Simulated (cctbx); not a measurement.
# Interatomic vectors of Mg2TiB2Ir4W

Space group P4/mbm (no. 127), a = 9.6080 Å, b = 9.6080 Å, c = 3.0900 Å, α = 90.00°, β = 90.00°, γ = 90.00°, content Ir8 W2 Ti2 Mg4 B4.

Simulated single-crystal data (cctbx): Mo Kα, λ = 0.71073 Å, to d = 0.84 Å, 95 % of the full sphere, strongest reflection 70000 counts, noise from counting, a 1.5 % proportional error and a noise floor of 15 counts (s.d.); no absorption.

Patterson synthesis from sharpened amplitudes, origin scaled to 1000:

```text
Patterson group P 4/m m m
      u       v       w   height  length (A)
  0.000   0.000   0.000   1000.0     0.00
  0.363   0.500   0.000    198.9     5.94
  0.214   0.214   0.000    183.4     2.90
  0.073   0.285   0.000    172.6     2.83
  0.057   0.500   0.000    169.5     4.84
  0.351   0.351   0.000    168.8     4.77
  0.500   0.500   0.000    167.3     6.79
  0.217   0.428   0.000    166.8     4.61
  0.144   0.297   0.000    166.3     3.17
  0.390   0.390   0.500    106.4     5.52
  0.000   0.000   0.363     75.7     1.12
  0.095   0.445   0.500     65.8     4.63
  0.319   0.319   0.500     54.5     4.60
  0.159   0.500   0.329     53.5     5.14
```

**Question.** Which atom pairs make the peaks, and where is the heaviest atom?

A peak at u stands for all pairs with xi − xj = u, with weight Σ ZiZj against Σ Z² = 60028 at the origin. Peak heights follow these weights only roughly, since form factors, motion and series ripples differ, all vectors within 0.55 Å of a peak are counted as merged into it though the farther ones add only part of their weight, and F(000) is left out, which lowers the whole map:

| u | v | w | shortest length (Å) | height | 1000 ΣZiZj/ΣZ² | pairs in the cell |
| --- | --- | --- | --- | --- | --- | --- |
| 0.363 | 0.500 | 0.000 | 5.94 | 199 | 198 | 2 × Ir–Ir |
| 0.214 | 0.214 | 0.000 | 2.91 | 183 | 200 | 2 × Ir–Ir, 2 × Mg–B, 1 × B–B |
| 0.073 | 0.285 | 0.000 | 2.83 | 173 | 192 | 2 × Ir–W, 2 × Mg–B |
| 0.057 | 0.500 | 0.000 | 4.84 | 170 | 198 | 2 × Ir–Ir |
| 0.351 | 0.351 | 0.000 | 4.77 | 169 | 200 | 2 × Ir–Ir, 1 × Mg–Mg |
| 0.500 | 0.500 | 0.000 | 6.79 | 167 | 199 | 2 × W–W, 2 × Ti–Ti |
| 0.217 | 0.428 | 0.000 | 4.61 | 167 | 190 | 2 × Ir–W |
| 0.144 | 0.297 | 0.000 | 3.17 | 166 | 206 | 2 × Ir–Ir, 2 × Ti–Mg |
| 0.390 | 0.390 | 0.500 | 5.52 | 106 | 74 | 4 × Ir–Mg, 2 × W–B |
| 0.000 | 0.000 | 0.363 | 1.12 | 76 | 0 | none within 0.55 Å |

The table stops at ten peaks or at a height of 45, below which ripples compete. In the model behind the data Ir, the heaviest element, has 1 independent site: (0.9308, 0.7821, 1/2), up to an allowed shift of origin; the Ir–Ir vectors are differences of these positions and their symmetry mates. Elements of similar Z can't be told apart from the map alone. The whole model:

| atom | mult. | x | y | z | Ueq (Å²) |
| --- | --- | --- | --- | --- | --- |
| Ir1 | 8 | 0.9308 | 0.7821 | 1/2 | 0.0036 |
| W1 | 2 | 0 | 1/2 | 1/2 | 0.0033 |
| Ti1 | 2 | 0 | 0 | 0 | 0.0048 |
| Mg1 | 4 | 0.6783 | 0.8217 | 0 | 0.0059 |
| B1 | 4 | 0.8775 | 0.6225 | 0 | 0.0079 |

This is a model crystal, built by substitution and not relaxed, with assumed displacement parameters.

[Logs are printed without paths, hosts, clocks, repeated set-up lines and the standing remarks that a program may print on its own settings, such as how far it seeks lower states.]
